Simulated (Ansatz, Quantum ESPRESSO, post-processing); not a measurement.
# From contact to tunnelling: vacuum gaps between two Na(110) faces, part 2 of 2

Aim: how the conductance falls as the barrier grows, for vacuum gaps between two Na(110) faces.

Quantum ESPRESSO 7.5; plane-wave DFT, PBE, GBRV ultrasoft pseudopotentials; cross-check by Ansatz 0.2.0 with PAW datasets.

So far. Step 9 (Transmission with pwcond.x, 6 Å): T goes from 0.334 to 0.135, a factor of 2.5. Step 10 (The same in Ansatz, 6 Å): Ansatz finds T = 0.136 against pwcond's 0.135.

### Step 11. Self-consistent run, 7 Å

Level of this step: plane-wave DFT, PBE, GBRV ultrasoft pseudopotentials (Quantum ESPRESSO 7.5).

File j3.scf.in:

```
&control
  prefix = 'j3.scf'
  outdir = './out'
  pseudo_dir = './pseudo'
  calculation = 'scf'
  tprnfor = .true.
/
&system
  ibrav = 0
  nat = 12
  ntyp = 1
  ecutwfc = 40
  ecutrho = 200
  occupations = 'smearing'
  smearing = 'mv'
  degauss = 0.01
/
&electrons
  conv_thr = 1e-07
  mixing_beta = 0.25
  electron_maxstep = 120
  mixing_mode = 'local-TF'
/
ATOMIC_SPECIES
  Na  22.9898  na_pbe_v1.5.uspp.F.UPF
CELL_PARAMETERS angstrom
  4.20000000000000 0.00000000000000 0.00000000000000
  2.10000000000000 2.96984848098350 0.00000000000000
  0.00000000000000 0.00000000000000 39.66833329081850
ATOMIC_POSITIONS crystal
  Na  0.000000000000 0.000000000000 0.000000000000
  Na  0.500000000000 0.000000000000 0.074866984181
  Na  0.000000000000 0.000000000000 0.149733968363
  Na  0.500000000000 0.000000000000 0.224600952544
  Na  0.000000000000 0.000000000000 0.299467936725
  Na  0.500000000000 0.000000000000 0.374334920907
  Na  0.000000000000 0.000000000000 0.550798094912
  Na  0.500000000000 0.000000000000 0.625665079093
  Na  0.000000000000 0.000000000000 0.700532063275
  Na  0.500000000000 0.000000000000 0.775399047456
  Na  0.000000000000 0.000000000000 0.850266031637
  Na  0.500000000000 0.000000000000 0.925133015819
K_POINTS automatic
  7 8 1 0 0 0
```

On the command line:

```console
$ OMP_NUM_THREADS=1 mpirun -n 4 pw.x -nk 4 -in j3.scf.in > j3.scf.out
```

Wall time 3.9 min (4 MPI ranks of Arm Neoverse V1, shared host); peak memory 1.3 GiB; 16 min of CPU time.

Read from the output:

```
free energy  : -15566.5504 eV
Fermi energy : 1.206 eV
```

### Step 12. The open system, 7 Å

File j3.cond.in:

```
&inputcond
  outdir = './out'
  prefixt = 'j3.scf'
  tran_file = 'j3.cond.dat'
  bdl = 1.4142135619
  bds = 9.4448412595
  ikind = 1
  ewind = 4.0
  epsproj = 1e-05
  nz1 = 7
  energy0 = 0.4
  denergy = -0.4
/
21
  0.00000000 0.00000000 0.01562500
  0.00000000 0.12500000 0.03125000
  0.00000000 0.25000000 0.03125000
  0.00000000 0.37500000 0.03125000
  0.00000000 0.50000000 0.01562500
  0.12500000 0.00000000 0.06250000
  0.12500000 0.25000000 0.06250000
  0.12500000 0.37500000 0.06250000
  0.12500000 0.50000000 0.06250000
  0.25000000 0.00000000 0.06250000
  0.25000000 0.12500000 0.03125000
  0.25000000 0.37500000 0.06250000
  0.25000000 0.50000000 0.06250000
  0.25000000 0.62500000 0.03125000
  0.37500000 0.00000000 0.06250000
  0.37500000 0.12500000 0.06250000
  0.37500000 0.50000000 0.06250000
  0.37500000 0.62500000 0.06250000
  0.50000000 0.00000000 0.03125000
  0.50000000 0.12500000 0.06250000
  0.50000000 0.25000000 0.03125000
3
```

On the command line:

```console
$ OMP_NUM_THREADS=1 mpirun -n 4 pwcond.x -in j3.cond.in > j3.cond.out
```

The job ended after 2.1 min (4 MPI ranks; peak memory 0.3 GiB).

This step gave:

```
transmission at the Fermi level, one spin : 0.03805
conductance                               : 0.03805 G₀
```

Per spin; mean over the k mesh across the current. Table of transmission, zone mean by energy, zero at the Fermi level:

| energy (eV) | transmission, zone mean |
| --- | --- |
| -0.400 | 0.0193 |
| 0.000 | 0.0381 |
| 0.400 | 0.0772 |

T goes from 0.135 to 0.0381, a factor of 3.5.

### Step 13. The same in Ansatz, 7 Å

Level of this step: plane-wave DFT, PBE, Ansatz PAW (Ansatz 0.2.0).

File input.yaml:

```yaml
crystal:
  lattice:
    - [4.2, 0.0, 0.0]
    - [2.1, 2.969848481, 0.0]
    - [0.0, 0.0, 39.6683332908]
  atoms:
    - { symbol: Na, position: [0.0, 0.0, 0.0] }
    - { symbol: Na, position: [0.5, 0.0, 0.0748669842] }
    - { symbol: Na, position: [0.0, 0.0, 0.1497339684] }
    - { symbol: Na, position: [0.5, 0.0, 0.2246009525] }
    - { symbol: Na, position: [0.0, 0.0, 0.2994679367] }
    - { symbol: Na, position: [0.5, 0.0, 0.3743349209] }
    - { symbol: Na, position: [0.0, 0.0, 0.5507980949] }
    - { symbol: Na, position: [0.5, 0.0, 0.6256650791] }
    - { symbol: Na, position: [0.0, 0.0, 0.7005320633] }
    - { symbol: Na, position: [0.5, 0.0, 0.7753990475] }
    - { symbol: Na, position: [0.0, 0.0, 0.8502660316] }
    - { symbol: Na, position: [0.5, 0.0, 0.9251330158] }
kpoints:
  mp_grid: { grid: [7, 8, 1] }
hamiltonian:
  xc: pbe
scf:
  occupations: { method: fermi_dirac, width: 0.1 }
  convergence: { dr2_threshold: 1.0e-08 }
output:
  transmission: { leads: [[0, 2]], e_range: [-0.4, 0.4], de: 0.4, kmesh: [8, 8] }
  write_potential: true
  write_density: true
  volumetric_format: npy
```

On the command line:

```console
$ ansatz run input.yaml --threads 4 --pin off --max-ram 8192MiB --backend cpu --events-out ev --progress --plain --runs-dir out
```

It took 48 s on 4 threads; peak memory 1.3 GiB; 3 min of CPU time.

This step gave:

```
free energy                               : -17836.7497 eV
energy at zero smearing                   : -17836.6483 eV
smearing term TS                          : 0.2028 eV
Fermi energy                              : 1.323 eV
transmission at the Fermi level, one spin : 0.03709
```

Per spin; mean over the k mesh across the current. Table of transmission, zone mean by energy, zero at the Fermi level:

| energy (eV) | transmission, zone mean |
| --- | --- |
| -0.400 | 0.0189 |
| 0.000 | 0.0371 |
| 0.400 | 0.0755 |

Ansatz finds T = 0.0371 against pwcond's 0.0381.

### Step 14. The series side by side

All levels:

| level | T by pwcond | T by Ansatz | lead channels | CPU time (s) |
| --- | --- | --- | --- | --- |
| 4 Å | 0.6313 | 0.633 | 0.8594 | 1114 |
| 5 Å | 0.3342 | 0.3399 | 0.8594 | 1205 |
| 6 Å | 0.1348 | 0.136 | 0.8594 | 1362 |
| 7 Å | 0.03805 | 0.03709 | 0.8594 | 1441 |

### Step 15. Worked from the printed numbers

For the narrowest barrier, the Landauer sum over the mesh, Σ w T = 0.0625 × 0.982 + 0.0625 × 0.94 + 0.0625 × 0.934 + … = 0.6313.

G = 0.631 × 77.48 µS = 48.9 µS a cell. Times the area of 12.473 Å², the resistance-area product is A/G = 2.55 fΩ m², the leads' contact resistance included.

Free electrons at 1 an atom (2 atoms in 74.1 Å³) have k_F = 0.928 1/Å and offer A k_F²/4π = 0.85 channels per spin; the lead has 0.86 on this mesh.

κ = ln(T₁/T₂)/(2Δd) = ln(0.1348/0.03805)/(2 × 1 Å) = 0.63 1/Å.

### Step 16. Results

```
conductance a cell at 4 Å                 : 0.631 G₀
conductance a cell at 5 Å                 : 0.334 G₀
conductance a cell at 6 Å                 : 0.135 G₀
conductance a cell at 7 Å                 : 0.0381 G₀
fall of ln T per Å over the last interval : 1.26
```

The conductance goes from 0.631 G₀ at 4 Å to 0.0381 G₀ at 7 Å (PBE, GBRV ultrasoft). Interval by interval ln T falls by 0.64, 0.91 and 1.26 per Å: the decay still steepens, so it isn't yet a plain exponential. The last interval gives κ = 0.63 1/Å in T ∝ exp(−2κd), an apparent barrier of (κ/0.512)² = 1.5 eV, while the decay still steepens. Ansatz follows the series within a factor of 1.03. Points with over 2.5 times the mean carry up to 59 % of T, so the means lean on few points, and the mesh was not tested. The geometries are as built, not relaxed, and the leads are short. Semilocal functionals lack the image potential in a vacuum gap.

[Logs are printed without paths, hosts, clocks, repeated set-up lines and the standing remarks that a program may print on its own settings, such as how far it seeks lower states.]

[Hosts, paths, dates, database ids (printed as entryN), source tags and the programs' standing remarks are cut or masked in the printed files.]

[Maps of the electrostatic potential energy from Ansatz leave out the sawtooth potential of an applied field or a dipole correction, so their vacuum need not be flat; planar profiles and work functions include it.]
